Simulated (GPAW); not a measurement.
# The basis that the transmission of a Na chain with one H atom in line needs, part 2 of 2

Wanted: the zero-bias transmission of a Na chain with one H atom in line on a ladder of levels, with run times.

GPAW 26.7.0; GPAW LCAO, PAW setups; Landauer transmission from Green's functions with principal layers (ASE), zero bias.

So far, transmission at the Fermi level (one spin): step 2 (GPAW, dzp, PBE, GPAW) 0.136; step 3 (basis szp(dzp), PBE, GPAW) 0.156; step 4 (basis sz(dzp), PBE, GPAW) 0.174; step 5 (revPBE) 0.114.

**8. SCF mesh 1×1×1, k-points along the lead 4**

The SCF mesh sets the Fermi level of the repeated cell. The lead's own mesh along the current sets its density and potential; where the lead is aligned to the junction's end layer, a rigid shift drops out.

This step: GPAW LCAO, PAW setups; Landauer transmission from Green's functions with principal layers (ASE), zero bias (GPAW 26.7.0).

run.py

```python
import json
import numpy as np
from ase import Atoms
from ase.transport.calculators import TransportCalculator
from gpaw import GPAW, FermiDirac
from gpaw.lcao.tools import get_lcao_hamiltonian
from scipy.linalg import eigh

# The junction with lead layers at both ends, along the third cell vector
device = Atoms(
    ['Na', 'Na', 'Na', 'Na', 'Na', 'Na', 'H', 'Na', 'Na', 'Na', 'Na', 'Na', 'Na'],
    positions=[
        [4.50000, 4.50000, 1.65000],
        [4.50000, 4.50000, 4.95000],
        [4.50000, 4.50000, 8.25000],
        [4.50000, 4.50000, 11.55000],
        [4.50000, 4.50000, 14.85000],
        [4.50000, 4.50000, 18.15000],
        [4.50000, 4.50000, 19.94570],
        [4.50000, 4.50000, 21.74140],
        [4.50000, 4.50000, 25.04140],
        [4.50000, 4.50000, 28.34140],
        [4.50000, 4.50000, 31.64140],
        [4.50000, 4.50000, 34.94140],
        [4.50000, 4.50000, 38.24140]],
    cell=[[9.0, 0.0, 0.0], [0.0, 9.0, 0.0], [0.0, 0.0, 39.8914]],
    pbc=True)

# One principal layer of the lead: the first 4 atoms of the device
lead = Atoms(
    ['Na', 'Na', 'Na', 'Na'],
    positions=[
        [4.50000, 4.50000, 1.65000],
        [4.50000, 4.50000, 4.95000],
        [4.50000, 4.50000, 8.25000],
        [4.50000, 4.50000, 11.55000]],
    cell=[[9.0, 0.0, 0.0], [0.0, 9.0, 0.0], [0.0, 0.0, 13.2]],
    pbc=True)

settings = dict(mode='lcao', basis='dzp', xc='PBE', h=0.2,
                occupations=FermiDirac(0.1), maxiter=250,
                mixer=dict(beta=0.1, nmaxold=8, weight=100.0),
                convergence=dict(density=0.0001))
energies = np.arange(-2, 2 + 1e-9, 0.05)
eta = 0.0001
n1, n2 = 1, 1
# k and -k transmit alike, so half of the mesh across the current serves
mesh = [(i, j) for i in range(n1) for j in range(n2) if (i, j) <= (-i % n1, -j % n2)]
weights = np.array([1 if (i, j) == (-i % n1, -j % n2) else 2 for i, j in mesh]) / (n1 * n2)

# [... helper functions left out ...]
fermi_lead = ground_state(lead, (1, 1, 4), 'lead.txt')
fermi_device = ground_state(device, (1, 1, 1), 'device.txt')
# [... loop over the mesh left out, but for ...]
        # Shift the lead onto the potential of the device's first layer
        shift = ((H[:, 0, 0] - H0[:, 0, 0]) / S0[0, 0]).real.mean()
# [...]
kT = 8.617333e-5 * 300
bias = [0.1, 0.2, 0.5, 1.0, 1.5, 2.0]
# [... integrals and printing left out ...]
```

Started as:

```console
> OMP_NUM_THREADS=1 OPENBLAS_NUM_THREADS=1 python run.py
```

What it wrote:

```text
basis functions: device 209, principal layer 68
Fermi level: lead -2.4854 eV, device -2.4324 eV; lead shifted by 0.0140 eV
largest coupling past the next layer 4.16e-12 eV, largest misfit of the first layer 0.113 eV
  E-E_F (eV)   T (one spin)  [channel counts left out]
    -2.000    7.5493e-10
    -1.950    7.5217e-10
    -1.900    7.4927e-10
    -1.850    7.4621e-10
    -1.800    7.4296e-10
    -1.750    7.3950e-10
    -1.700    7.3577e-10
    -1.650    7.3173e-10
    -1.600    7.2731e-10
    -1.550    7.2242e-10
    -1.500    7.1692e-10
    -1.450    7.1062e-10
    -1.400    7.0327e-10
    -1.350    6.9444e-10
    -1.300    6.8351e-10
    -1.250    6.6943e-10
[...]
1.650    2.9742e-02
     1.700    2.5660e-02
     1.750    2.1648e-02
     1.800    1.7595e+00
     1.850    1.4343e+00
     1.900    1.4556e+00
     1.950    1.4716e+00
     2.000    1.4695e+00
conductance at 300 K: 0.1361 G0 a cell; thermopower 4.098 uV/K
current from the zero-bias T(E) at 0.1 V: 1.0527 uA
current from the zero-bias T(E) at 0.2 V: 2.0946 uA
current from the zero-bias T(E) at 0.5 V: 5.0644 uA
current from the zero-bias T(E) at 1.0 V: 9.3125 uA
current from the zero-bias T(E) at 1.5 V: 13.236 uA
current from the zero-bias T(E) at 2.0 V: 15.744 uA
```

Run time: 50 s. Hardware: 1 thread of Arm Neoverse V2, shared host; peak memory 1.4 GiB.

The run finished with changed settings (scf_mesh = [1, 1, 1] and lead_nz = 4); it serves as a test.

Side by side:

```csv
quantity,this run,sound run,difference
conductance (G₀),0.13610,0.13504,0.00106
thermopower (μV/K),4.0984,4.0095,0.0889
largest coupling past the next principal layer (eV),4.163e-12,4.162e-12,1.4e-15
largest misfit of the first principal layer (eV),0.11315,0.12060,-0.00744
shift that aligns the lead (eV),0.013983,0.0029020,0.0111
transmission at the Fermi level (one spin),0.13686,0.13576,0.00111
```

**9. Temperature 1000, broadening 0.01**

Temperature enters only through the Fermi window. The broadening keeps the Green's functions finite; too large a value absorbs electrons where channels are open and leaks them where none are.

Edit run.py of step 8 so:

```diff
@@ -44,3 +44,3 @@
 energies = np.arange(-2, 2 + 1e-9, 0.05)
-eta = 0.0001
+eta = 0.01
 n1, n2 = 1, 1
@@ -51,4 +51,4 @@
 # [... helper functions left out ...]
-fermi_lead = ground_state(lead, (1, 1, 4), 'lead.txt')
-fermi_device = ground_state(device, (1, 1, 1), 'device.txt')
+fermi_lead = ground_state(lead, (1, 1, 9), 'lead.txt')
+fermi_device = ground_state(device, (1, 1, 2), 'device.txt')
 # [... loop over the mesh left out, but for ...]
@@ -57,3 +57,3 @@
 # [...]
-kT = 8.617333e-5 * 300
+kT = 8.617333e-5 * 1000
 bias = [0.1, 0.2, 0.5, 1.0, 1.5, 2.0]
```

What it wrote:

```text
basis functions: device 209, principal layer 68
Fermi level: lead -2.4844 eV, device -2.4235 eV; lead shifted by 0.0029 eV
largest coupling past the next layer 4.16e-12 eV, largest misfit of the first layer 0.121 eV
  E-E_F (eV)   T (one spin)  [channel counts left out]
    -2.000    7.5952e-06
    -1.950    7.5675e-06
    -1.900    7.5383e-06
    -1.850    7.5073e-06
    -1.800    7.4744e-06
    -1.750    7.4392e-06
    -1.700    7.4013e-06
    -1.650    7.3600e-06
    -1.600    7.3146e-06
    -1.550    7.2640e-06
    -1.500    7.2069e-06
    -1.450    7.1411e-06
    -1.400    7.0635e-06
    -1.350    6.9696e-06
    -1.300    6.8520e-06
    -1.250    6.6986e-06
[...]
1.650    2.4803e-02
     1.700    2.1281e-02
     1.750    1.7961e-02
     1.800    4.8222e-01
     1.850    7.2379e-01
     1.900    8.4244e-01
     1.950    9.1676e-01
     2.000    9.6792e-01
conductance at 1000 K: 0.1059 G0 a cell; thermopower 5.445 uV/K
current from the zero-bias T(E) at 0.1 V: 0.81939 uA
current from the zero-bias T(E) at 0.2 V: 1.6322 uA
current from the zero-bias T(E) at 0.5 V: 3.9737 uA
current from the zero-bias T(E) at 1.0 V: 7.3819 uA
current from the zero-bias T(E) at 1.5 V: 10.2 uA
current from the zero-bias T(E) at 2.0 V: 12.147 uA
```

Wall time 62 s (1 thread); peak memory 1.4 GiB.

The run finished with changed settings (temperature = 1000 and eta = 0.01); it serves as a test.

Side by side:

```csv
quantity,this run,sound run,difference
conductance (G₀),0.10590,0.13504,-0.0291
thermopower (μV/K),5.4449,4.0095,1.44
transmission at the Fermi level (one spin),0.11069,0.13576,-0.0251
```

The two runs differ clearly in the thermopower: 5.44 μV/K against 4.01 μV/K.

**10. Outcome**

| Property | Result |
| --- | --- |
| conductance | 0.135 G₀ |
| transmission at the Fermi level, mean of the spins | 0.136 |
| thermopower | 4.01 μV/K |

**Reading.** In the dzp basis the junction conducts 0.135 G₀ at 300 K, with T = 0.136 a spin at the Fermi level; no smaller basis tried comes within 10 % of that conductance. At the Fermi level one eigenchannel carries the current (0.14). Measured against the first run (dzp), the nearest curve is that of szp (r.m.s. 0.039) and the farthest that of dzp-revPBE (0.16). Over the compared runs wall time goes from 38 s (sz) to 76 s (dzp), on a shared host. The geometry was built from estimated bond lengths and not relaxed, so the numbers describe this model structure. The run had no spin polarisation, so a magnetic state, which chains and small molecules with open shells often have, wasn't tested. An evenly spaced straight chain is an idealisation: free chains tend to dimerise, zigzag or, where a band edge lies near the Fermi level, turn magnetic. The currents use the zero-bias T(E) throughout, which holds only while the bias is small against the distance to the nearest feature. The energy step is wider than the thermal energy, so the conductance and thermopower rest on interpolation of T(E).

[Logs are printed without paths, hosts, clocks, repeated set-up lines and the standing remarks that a program may print on its own settings, such as how far it seeks lower states.]

[Hosts, paths, dates, database ids (printed as entryN), source tags and the programs' standing remarks are cut or masked in the printed files.]
